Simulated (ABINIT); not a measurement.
# A GW chain in ABINIT: KCaCl3 (Pm-3m)

How does a plane-wave GW calculation on KCaCl3 (Pm-3m) run from the first input to the gap?

Calculated with ABINIT 10.8.3; PBEsol and many-body steps on it, plane waves.

## (1) The starting structure

Symmetry: Pm-3m, No. 221, cubic system. The conventional cell has a = 5.394 Å, b = 5.394 Å, c = 5.394 Å, α = 90.00°, β = 90.00°, γ = 90.00°. K has 12 Cl at 3.81 Å nearest. Nearest to Ca lie 6 Cl at 2.70 Å. Cl has 2 Ca at 2.70 Å and 4 K at 3.81 Å nearest. Farther neighbours and most contacts between anions are not listed.

Structure file:

```cif
data_structure
_symmetry_space_group_name_H-M 'P 1'
_symmetry_Int_Tables_number 1
_cell_length_a 5.3935
_cell_length_b 5.3935
_cell_length_c 5.3935
_cell_angle_alpha 90.000
_cell_angle_beta 90.000
_cell_angle_gamma 90.000
_cell_volume 156.90
loop_
_atom_site_label
_atom_site_type_symbol
_atom_site_fract_x
_atom_site_fract_y
_atom_site_fract_z
_atom_site_occupancy
K1 K 0.00000 0.00000 0.00000 1
Ca2 Ca 0.50000 0.50000 0.50000 1
Cl3 Cl 0.00000 0.50000 0.50000 1
Cl4 Cl 0.50000 0.00000 0.50000 1
Cl5 Cl 0.50000 0.50000 0.00000 1
```

The cell and positions are those that the Materials Project relaxed with its own functionals (PBE, PBE+U or r2SCAN), kept fixed.

## (2) Ground state

This step: ABINIT 10.8.3; DFT, PBEsol, plane waves, norm-conserving pseudopotentials.

The ground-state density comes first.

File run.abi:

```
acell 3*1.0 Angstrom
rprim 
  5.393523000000 0.000000000000 0.000000000000
  0.000000000000 5.393523000000 0.000000000000
  0.000000000000 0.000000000000 5.393523000000
ntypat 3
znucl 19 20 17
natom 5
typat 1 2 3 3 3
xred 
  0.000000000000 0.000000000000 0.000000000000
  0.500000000000 0.500000000000 0.500000000000
  0.000000000000 0.500000000000 0.500000000000
  0.500000000000 0.000000000000 0.500000000000
  0.500000000000 0.500000000000 0.000000000000
pp_dirpath "pseudos"
pseudos "K.upf, Ca.upf, Cl.upf"
ecut 33
ngkpt 4 4 4
nshiftk 1
shiftk 0 0 0
kptopt 1
chksymbreak 0
nband 26
occopt 1
tolvrs 1e-10
nstep 60
prtwf 0
optforces 0
optstress 0
indata_prefix "in"
outdata_prefix "out"
tmpdata_prefix "tmp"
```

On the command line:

```
OMP_NUM_THREADS=1 mpirun -n 4 abinit run.abi > log
```

Numbers of over 12 decimals in the logs are rounded to 6 here.

Log:

```text
.Version 10.8.3 of ABINIT. v10.8.2 released Aug 2026.

 Symmetries : space group Pm -3 m (#221); Bravais cP (primitive cubic)
================================================================================
 Values of the parameters that define the memory need of the present run
     intxc =       0    ionmov =       0      iscf =       7    lmnmax =       6
     lnmax =       6     mgfft =      54  mpssoang =       3    mqgrid =    3001
     natom =       5  nloc_mem =       1    nspden =       1   nspinor =       1
    nsppol =       1      nsym =      48    n1xccc =    2501    ntypat =       3
    occopt =       1   xclevel =       2
-    mband =          26        mffmem =           1         mkmem =           3
       mpw =        9612          nfft =      157464          nkpt =          10
================================================================================
  Rough estimation (10% accuracy) of disk space for files :
================================================================================

--------------------------------------------------------------------------------
------------- Echo of variables that govern the present computation ------------
--------------------------------------------------------------------------------
 -outvars: echo values of preprocessed input variables --------
            acell      1.8897261259E+00  1.8897261259E+00  1.8897261259E+00 Bohr

      chksymbreak           0
             ecut      3.30000000E+01 Hartree
-          fftalg         312

              ixc     -116133
              kpt      0.00000000E+00  0.00000000E+00  0.00000000E+00
                       2.50000000E-01  0.00000000E+00  0.00000000E+00
                       5.00000000E-01  0.00000000E+00  0.00000000E+00
                       2.50000000E-01  2.50000000E-01  0.00000000E+00
                       5.00000000E-01  2.50000000E-01  0.00000000E+00
                       5.00000000E-01  5.00000000E-01  0.00000000E+00
                       2.50000000E-01  2.50000000E-01  2.50000000E-01
                       5.00000000E-01  2.50000000E-01  2.50000000E-01
                       5.00000000E-01  5.00000000E-01  2.50000000E-01
                       5.00000000E-01  5.00000000E-01  5.00000000E-01
         kptrlatt        4    0    0      0    4    0      0    0    4
          kptrlen      4.07691253E+01
P           mkmem           3
            natom           5
            nband          26
            ngfft          54      54      54
             nkpt          10
            nstep          60
             nsym          48
           ntypat           3
              occ      2.000000  2.000000  2.000000  2.000000  2.000000  2.000000
                       2.000000  2.000000  2.000000  2.000000  2.000000  2.000000
                       2.000000  2.000000  2.000000  2.000000  2.000000  2.000000
                       2.000000  2.000000  0.000000  0.000000  0.000000  0.000000
                       0.000000  0.000000
        optforces           0
        optstress           0
            prtwf           0
            rprim      5.3935230000E+00  0.0000000000E+00  0.0000000000E+00
                       0.0000000000E+00  5.3935230000E+00  0.0000000000E+00
[...]
spgroup         221

           tolvrs      1.00000000E-10

             xred      0.0000000000E+00  0.0000000000E+00  0.0000000000E+00
[...]
znucl       19.00000   20.00000   17.00000

================================================================================

 chkinp: Checking input parameters for consistency.

================================================================================
== DATASET  1 ==================================================================
-   mpi_nproc: 4, omp_nthreads: 1 (-1 if OMP is not activated)

--- !DatasetInfo
iteration_state: {dtset: 1, }
dimensions: {natom: 5, nkpt: 10, mband: 26, nsppol: 1, nspinor: 1, nspden: 1, mpw: 9612, }
cutoff_energies: {ecut:  33.0, pawecutdg:  -1.0, }
electrons: {nelect:   4.00000000E+01, charge:   0.00000000E+00, occopt:   1.00000000E+00, tsmear:   1.00000000E-02, }

 Real(R)+Recip(G) space primitive vectors, cartesian coordinates (Bohr,Bohr^-1):
 R(1)= 10.1922813  0.0000000  0.0000000  G(1)=  0.0981135  0.0000000  0.0000000
 R(2)=  0.0000000 10.1922813  0.0000000  G(2)=  0.0000000  0.0981135  0.0000000
 R(3)=  0.0000000  0.0000000 10.1922813  G(3)=  0.0000000  0.0000000  0.0981135
 Unit cell volume ucvol=  1.0588007E+03 bohr^3
 Angles (23,13,12)=  9.00000000E+01  9.00000000E+01  9.00000000E+01 degrees

 getcut: wavevector=  0.0000  0.0000  0.0000  ngfft=  54  54  54
         ecut(hartree)=     33.000   => boxcut(ratio)=   2.04880

--- Pseudopotential description ------------------------------------------------
- K Generated using ONCVPSP code by D. R. Hamann
- 19.00000   9.00000  180301                  znucl, zion, pspdat
12 -116133 2 -1 2250                          pspcod,pspxc,lmax,lloc,mmax
     nproj     2     2     2
  pspatm : epsatm=    8.32504554
         --- l  ekb(1:nproj) -->
[...]
pspatm: atomic psp has been read  and splines computed

- Ca Generated using ONCVPSP code by D. R. Hamann
- 20.00000  10.00000  180301                  znucl, zion, pspdat
12 -116133 2 -1 1746                          pspcod,pspxc,lmax,lloc,mmax
     nproj     2     2     2
  pspatm : epsatm=   12.46101000
         --- l  ekb(1:nproj) -->
[...]
pspatm: atomic psp has been read  and splines computed

- Cl Generated using ONCVPSP code by D. R. Hamann
- 17.00000   7.00000  180301                  znucl, zion, pspdat
12 -116133 2 -1 1028                          pspcod,pspxc,lmax,lloc,mmax
     nproj     2     2     2
  pspatm : epsatm=    8.95520293
         --- l  ekb(1:nproj) -->
[...]
pspatm: atomic psp has been read  and splines computed

   1.90606657E+03                                ecore*ucvol(ha*bohr**3)
--------------------------------------------------------------------------------

_setup2: Arith. and geom. avg. npw (full set) are    9588.203    9588.184

================================================================================

--- !BeginCycle
iteration_state: {dtset: 1, }
solver: {iscf: 7, nstep: 60, nline: 4, wfoptalg: 0, }
tolerances: {tolvrs: 1.00E-10, }

     iter   Etot(hartree)      deltaE(h)  residm     vres2
 ETOT  1  -118.05419337941    -1.181E+02 4.837E-02 2.267E+02
 ETOT  2  -118.11323207460    -5.904E-02 1.996E-02 5.111E+01
 ETOT  3  -118.11812213072    -4.890E-03 5.363E-03 1.532E+01
 ETOT  4  -118.11855682368    -4.347E-04 2.629E-03 2.458E+00
 ETOT  5  -118.11862242486    -6.560E-05 1.057E-03 1.581E-01
 ETOT  6  -118.11862701570    -4.591E-06 3.692E-04 9.177E-03
 ETOT  7  -118.11862743328    -4.176E-07 4.933E-04 3.692E-04
 ETOT  8  -118.11862744787    -1.459E-08 2.162E-04 4.068E-05
 ETOT  9  -118.11862744976    -1.887E-09 3.461E-04 2.353E-07
 ETOT 10  -118.11862744978    -2.792E-11 1.526E-04 7.216E-09
 ETOT 11  -118.11862744979    -9.436E-12 2.869E-04 3.863E-10
 ETOT 12  -118.11862744979     3.837E-12 3.907E-04 2.847E-11

 At SCF step   12       vres2   =  2.85E-11 < tolvrs=  1.00E-10 =>converged.

--- !ResultsGS
iteration_state: {dtset: 1, }
comment   : Summary of ground state results
lattice_vectors:
- [ 10.1922813,   0.0000000,   0.0000000, ]
- [  0.0000000,  10.1922813,   0.0000000, ]
- [  0.0000000,   0.0000000,  10.1922813, ]
lattice_lengths: [  10.19228,   10.19228,   10.19228, ]
lattice_angles: [ 90.000,  90.000,  90.000, ] # degrees, (23, 13, 12)
lattice_volume:   1.0588007E+03
convergence: {deltae:  3.837E-12, res2:  2.847E-11, residm:  3.907E-04, diffor:  0.000E+00, }
etotal    :  -1.18118627E+02
entropy   :   0.00000000E+00
fermie    :  -4.14678118E-03
cartesian_stress_tensor: null
pressure_GPa: null
xred      :
- [  0.0000E+00,   0.0000E+00,   0.0000E+00,  K]
- [  5.0000E-01,   5.0000E-01,   5.0000E-01, Ca]
- [  0.0000E+00,   5.0000E-01,   5.0000E-01, Cl]
- [  5.0000E-01,   0.0000E+00,   5.0000E-01, Cl]
- [  5.0000E-01,   5.0000E-01,   0.0000E+00, Cl]
cartesian_forces: null
force_length_stats: {min: null, max: null, mean: null, }

 Integrated electronic density in atomic spheres:
 ------------------------------------------------
 Atom  Sphere_radius  Integrated_density
[...]
================================================================================

 ----iterations are completed or convergence reached----

 Mean square residual over all n,k,spin=   42.794E-07; max=  39.066E-05
 reduced coordinates (array xred) for    5 atoms
       0.000000000000      0.000000000000      0.000000000000
       0.500000000000      0.500000000000      0.500000000000
       0.000000000000      0.500000000000      0.500000000000
       0.500000000000      0.000000000000      0.500000000000
       0.500000000000      0.500000000000      0.000000000000
 rms dE/dt=  0.0000E+00; max dE/dt=  0.0000E+00; dE/dt below (all hartree)
    1       0.000000000000      0.000000000000      0.000000000000
    2       0.000000000000      0.000000000000      0.000000000000
    3       0.000000000000      0.000000000000      0.000000000000
    4       0.000000000000      0.000000000000      0.000000000000
    5       0.000000000000      0.000000000000      0.000000000000

 cartesian coordinates (angstrom) at end:
    1      0.000000     0.000000     0.000000
    2      2.696762     2.696762     2.696762
    3      0.000000     2.696762     2.696762
    4      2.696762     0.000000     2.696762
    5      2.696762     2.696762     0.000000
 length scales=  1.889726125908  1.889726125908  1.889726125908 bohr
              =  1.000000000000  1.000000000000  1.000000000000 angstroms
 prteigrs : about to open file out_EIG
 Fermi (or HOMO) energy (hartree) =  -0.00415   Average Vxc (hartree)=  -0.28698
 Eigenvalues (hartree) for nkpt=  10  k points:
 kpt#   1, nband= 26, wtk=  0.01563, kpt=  0.0000  0.0000  0.0000 (reduced coord)
  -1.39911   -1.04078   -0.70583   -0.70583   -0.70583   -0.47620   -0.46303   -0.46303
  -0.43498   -0.43498   -0.43498   -0.06434   -0.06434   -0.06434   -0.02313   -0.02313
  -0.02313   -0.01477   -0.01477   -0.01477    0.16661    0.19958    0.19958    0.19958
   0.25000    0.25518
 prteigrs : prtvol=0 or 1, do not print more k-points.

--- !EnergyTerms
iteration_state     : {dtset: 1, }
comment             : Components of total free energy in Hartree
kinetic             :  4.02080669315013E+01
hartree             :  2.84055417453112E+01
xc                  : -2.69841401597466E+01
Ewald energy        : -7.39151538935242E+01
psp_core            :  1.80021285270599E+00
local_psp           : -1.01825468303419E+02
non_local_psp       :  1.41923133773804E+01
total_energy        : -1.18118627449791E+02
total_energy_eV     : -3.21417159438139E+03
band_energy         : -1.52742376143953E+01

== END DATASET(S) ==============================================================
================================================================================

 -outvars: echo values of variables after computation  --------
           etotal     -1.1811862745E+02
            nband          26
             nkpt          10
          spgroup         221
 [... the other variables as echoed above ...]

 Calculation completed.
```

Run time: 38 s. Hardware: 4 MPI ranks of Arm Neoverse V1, shared host; peak memory 0.41 GiB.

This step gave:

- total energy: -3214.1716 eV
- gap: 4.647 eV
- k of the valence top: 0.5, 0.5, 0.5
- k of the conduction bottom: 0, 0, 0
- least direct gap: 4.936 eV

The gap is indirect, with the least direct gap 0.29 eV higher.

## (3) Empty states on the mesh, 2×2×2 mesh, 135 bands

The sums over transitions need many empty states on a uniform mesh; this step solves for them.

Changes to run.abi since step 2:

```diff
@@ -18,3 +18,3 @@
 ecut 33
-ngkpt 4 4 4
+ngkpt 2 2 2
 nshiftk 1
@@ -23,9 +23,10 @@
 chksymbreak 0
-nband 26
-occopt 1
-tolvrs 1e-10
+iscf -2
+irdden 1
+istwfk *1
+nband 135
+nbdbuf 12
+tolwfr 1e-09
 nstep 60
-prtwf 0
-optforces 0
-optstress 0
+prtvol 0
 indata_prefix "in"
```

Log:

```text
.Version 10.8.3 of ABINIT. v10.8.2 released Aug 2026.

 Symmetries : space group Pm -3 m (#221); Bravais cP (primitive cubic)
[... echo of the input left out ...]
== DATASET  1 ==================================================================
-   mpi_nproc: 4, omp_nthreads: 1 (-1 if OMP is not activated)

--- !DatasetInfo
iteration_state: {dtset: 1, }
dimensions: {natom: 5, nkpt: 4, mband: 135, nsppol: 1, nspinor: 1, nspden: 1, mpw: 9627, }
cutoff_energies: {ecut:  33.0, pawecutdg:  -1.0, }
electrons: {nelect:   4.00000000E+01, charge:   0.00000000E+00, occopt:   1.00000000E+00, tsmear:   1.00000000E-02, }

 Real(R)+Recip(G) space primitive vectors, cartesian coordinates (Bohr,Bohr^-1):
 R(1)= 10.1922813  0.0000000  0.0000000  G(1)=  0.0981135  0.0000000  0.0000000
 R(2)=  0.0000000 10.1922813  0.0000000  G(2)=  0.0000000  0.0981135  0.0000000
 R(3)=  0.0000000  0.0000000 10.1922813  G(3)=  0.0000000  0.0000000  0.0981135
 Unit cell volume ucvol=  1.0588007E+03 bohr^3
 Angles (23,13,12)=  9.00000000E+01  9.00000000E+01  9.00000000E+01 degrees

 getcut: wavevector=  0.0000  0.0000  0.0000  ngfft=  54  54  54
         ecut(hartree)=     33.000   => boxcut(ratio)=   2.04880

--- Pseudopotential description ------------------------------------------------
- K Generated using ONCVPSP code by D. R. Hamann
- 19.00000   9.00000  180301                  znucl, zion, pspdat
12 -116133 2 -1 2250                          pspcod,pspxc,lmax,lloc,mmax
     nproj     2     2     2
  pspatm : epsatm=    8.32504554
         --- l  ekb(1:nproj) -->
             0   10.921326    0.816676
             1    4.431000    0.560368
             2   -3.384038   -1.043186
 pspatm: atomic psp has been read  and splines computed

- Ca Generated using ONCVPSP code by D. R. Hamann
- 20.00000  10.00000  180301                  znucl, zion, pspdat
12 -116133 2 -1 1746                          pspcod,pspxc,lmax,lloc,mmax
     nproj     2     2     2
  pspatm : epsatm=   12.46101000
         --- l  ekb(1:nproj) -->
[...]
pspatm: atomic psp has been read  and splines computed

- Cl Generated using ONCVPSP code by D. R. Hamann
- 17.00000   7.00000  180301                  znucl, zion, pspdat
12 -116133 2 -1 1028                          pspcod,pspxc,lmax,lloc,mmax
     nproj     2     2     2
  pspatm : epsatm=    8.95520293
         --- l  ekb(1:nproj) -->
[...]
pspatm: atomic psp has been read  and splines computed

--------------------------------------------------------------------------------

================================================================================
 prteigrs : about to open file out_EIG
 Non-SCF case, kpt    1 (  0.00000  0.00000  0.00000), residuals and eigenvalues=
  1.36E-10  2.83E-10  4.52E-10  7.01E-10  7.51E-10  6.96E-10  1.47E-10  4.90E-10
  3.35E-10  6.22E-10  9.78E-10  1.67E-10  2.28E-10  2.50E-10  1.99E-10  2.57E-10
  3.31E-10  1.55E-10  2.87E-10  6.75E-10  4.34E-10  2.04E-10  4.24E-10  9.14E-10
[...]
4.49E-07  2.70E-06  6.40E-07  3.93E-06  8.05E-05  9.54E-04  2.23E-04
 -1.3991E+00 -1.0408E+00 -7.0583E-01 -7.0583E-01 -7.0583E-01 -4.7620E-01
 -4.6303E-01 -4.6303E-01 -4.3498E-01 -4.3498E-01 -4.3498E-01 -6.4337E-02
 -6.4337E-02 -6.4337E-02 -2.3125E-02 -2.3125E-02 -2.3125E-02 -1.4766E-02
[...]
1.4678E+00  1.4924E+00  1.4924E+00  1.4924E+00  1.5308E+00  1.5308E+00
  1.5308E+00  1.5818E+00  1.5818E+00  1.5818E+00  1.5927E+00  1.5927E+00
[...]
prteigrs : prtvol=0 or 1, do not print more k-points.

--- !ResultsGS
iteration_state: {dtset: 1, }
comment   : Summary of ground state results
lattice_vectors:
- [ 10.1922813,   0.0000000,   0.0000000, ]
- [  0.0000000,  10.1922813,   0.0000000, ]
- [  0.0000000,   0.0000000,  10.1922813, ]
lattice_lengths: [  10.19228,   10.19228,   10.19228, ]
lattice_angles: [ 90.000,  90.000,  90.000, ] # degrees, (23, 13, 12)
lattice_volume:   1.0588007E+03
convergence: {deltae:  0.000E+00, res2:  0.000E+00, residm:  9.970E-10, diffor:  0.000E+00, }
etotal    :  -1.18118627E+02
entropy   :   0.00000000E+00
fermie    :  -4.14678118E-03
cartesian_stress_tensor: null
pressure_GPa: null
xred      :
- [  0.0000E+00,   0.0000E+00,   0.0000E+00,  K]
- [  5.0000E-01,   5.0000E-01,   5.0000E-01, Ca]
- [  0.0000E+00,   5.0000E-01,   5.0000E-01, Cl]
- [  5.0000E-01,   0.0000E+00,   5.0000E-01, Cl]
- [  5.0000E-01,   5.0000E-01,   0.0000E+00, Cl]
cartesian_forces: null
force_length_stats: {min: null, max: null, mean: null, }

 Integrated electronic density in atomic spheres:
 ------------------------------------------------
 Atom  Sphere_radius  Integrated_density
[...]
================================================================================

 ----iterations are completed or convergence reached----

 Mean square residual over all n,k,spin=   48.185E-11; max=  99.700E-11
 reduced coordinates (array xred) for    5 atoms
[...]
0.500000000000      0.000000000000      0.500000000000
       0.500000000000      0.500000000000      0.000000000000

 cartesian coordinates (angstrom) at end:
    1      0.000000     0.000000     0.000000
    2      2.696762     2.696762     2.696762
    3      0.000000     2.696762     2.696762
    4      2.696762     0.000000     2.696762
    5      2.696762     2.696762     0.000000
 length scales=  1.889726125908  1.889726125908  1.889726125908 bohr
              =  1.000000000000  1.000000000000  1.000000000000 angstroms
 prteigrs : about to open file out_EIG
 Eigenvalues (hartree) for nkpt=   4  k points:
 kpt#   1, nband=135, wtk=  0.12500, kpt=  0.0000  0.0000  0.0000 (reduced coord)
[...]
1.35618    1.37559    1.40355    1.40355    1.41092    1.44573    1.44573    1.44573
   1.46778    1.49236    1.49236    1.49236    1.53082    1.53082    1.53082    1.58183
   1.58183    1.58184    1.59268    1.59269    1.62647    1.63091    1.64619
 prteigrs : prtvol=0 or 1, do not print more k-points.

== END DATASET(S) ==============================================================
================================================================================

 -outvars: echo values of variables after computation  --------
            nband         135
             nkpt           4
          spgroup         221
 [... the other variables as echoed above ...]

 Calculation completed.
```

Wall time 48 s (4 MPI ranks); peak memory 0.44 GiB; 3.2 min of CPU time.

Numbers from this step:

| Quantity | Value |
| --- | --- |
| gap | 4.647 eV |
| k of the valence top | 0.5, 0.5, 0.5 |
| k of the conduction bottom | 0, 0, 0 |
| least direct gap | 4.936 eV |
| k points computed | 4 |
| lowest point of the top converged band, above the valence top | 39.34 eV |

On this mesh the gap is 4.647 eV.

[end of part 1 of 2]

[Paths, hosts, dates, memory and timing lines, banners, echoed tables and standing remarks are left out of the program output.]

[Logs are printed without paths, hosts, clocks, repeated set-up lines and the standing remarks that a program may print on its own settings, such as how far it seeks lower states.]

[Runs of the session that timed out or met a known fault of the program may be left out.]

[Hosts, paths, dates, database ids (printed as entryN), source tags and the programs' standing remarks are cut or masked in the printed files.]

[G0W0 gaps are taken among the corrected bands and points alone; a level outside them can change the order at an edge.]

[Where Ansatz stands beside ABINIT at settings called matched, ABINIT's density can come from a denser mesh and the files from another edition; pairs whose starting gaps differed by over 0.03 eV were left out, so agreement reads better than it is.]
